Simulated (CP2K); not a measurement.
Consider 3-carboxypyrrole at its PBE geometry (Å).

```xyz
13

O     2.3670   -1.0730    0.8929
C     1.7767   -0.2761    0.1693
O     2.4585    0.5810   -0.6752
C     0.3298   -0.0975    0.0742
C    -0.4019    0.8142   -0.7534
C    -1.7401    0.6170   -0.4955
N    -1.8383   -0.3817    0.4603
C    -0.5970   -0.8262    0.8144
H     3.4025    0.3714   -0.5232
H     0.0238    1.5252   -1.4509
H    -2.6260    1.0929   -0.8988
H    -2.7081   -0.7385    0.8378
H    -0.4468   -1.6087    1.5480
```

Method: CP2K XAS_TDP, all-electron GAPW, PBEh(45%), aug-cc-pVDZ, TDA, no relativity.

Predict the bright core excitations at the C K edge.

Leading lines: C2 283.46 eV, C4 281.90 eV, C5 281.85 eV, C6 282.73 eV and C8 282.02 eV. The leading line of an atom is its first one with 35 % of the strongest within 2.5 eV of its lowest line over the strength cut. 

The first six lines of each atom with a strength over 0.0015:

```csv
atom,energy (eV),states,"strength, one atom"
C2 (bonded to C and 2 O),283.46,1,0.0708
,288.00,1,0.0032
,288.66,1,0.0037
,289.60,1,0.0039
,289.77,1,0.0030
,289.80,1,0.0108
C4 (bonded to 3 C),281.90,1,0.0230
,284.34,1,0.0022
,285.03,1,0.0324
,285.91,1,0.0018
,286.14,2,0.0034
,287.21,1,0.0037
C5 (bonded to 2 C and H),281.85,1,0.0501
,284.29,1,0.0045
,284.79,1,0.0043
,285.57,1,0.0039
,286.68,1,0.0062
,286.81,1,0.0065
"C6 (bonded to C, N and H)",282.73,1,0.0528
,284.70,1,0.0106
,285.64,1,0.0035
,286.43,1,0.0037
,286.65,2,0.0024
,286.87,1,0.0018
"C8 (bonded to C, N and H)",282.02,1,0.0528
,285.06,1,0.0087
,286.12,1,0.0053
,286.78,1,0.0033
,286.89,1,0.0016
,287.85,1,0.0130
```

Lines are vertical, at one geometry, with no vibrational structure. Without a correction of the core level, line positions, and the gaps between valence and Rydberg lines, follow the share of exact exchange. At this level such K lines come out 3 to 6 eV under measured ones. These values hold no scalar relativity, about 0.1 eV for C 1s. Rydberg lines, and the discretised continuum above threshold, depend on the basis and the box.

[Banner, clock and machine lines of the logs are left out without a mark of their own.]

[Logs are printed without paths, hosts, clocks, repeated set-up lines and the standing remarks that a program may print on its own settings, such as how far it seeks lower states.]

[Hosts, paths, dates, database ids (printed as entryN), source tags and the programs' standing remarks are cut or masked in the printed files.]
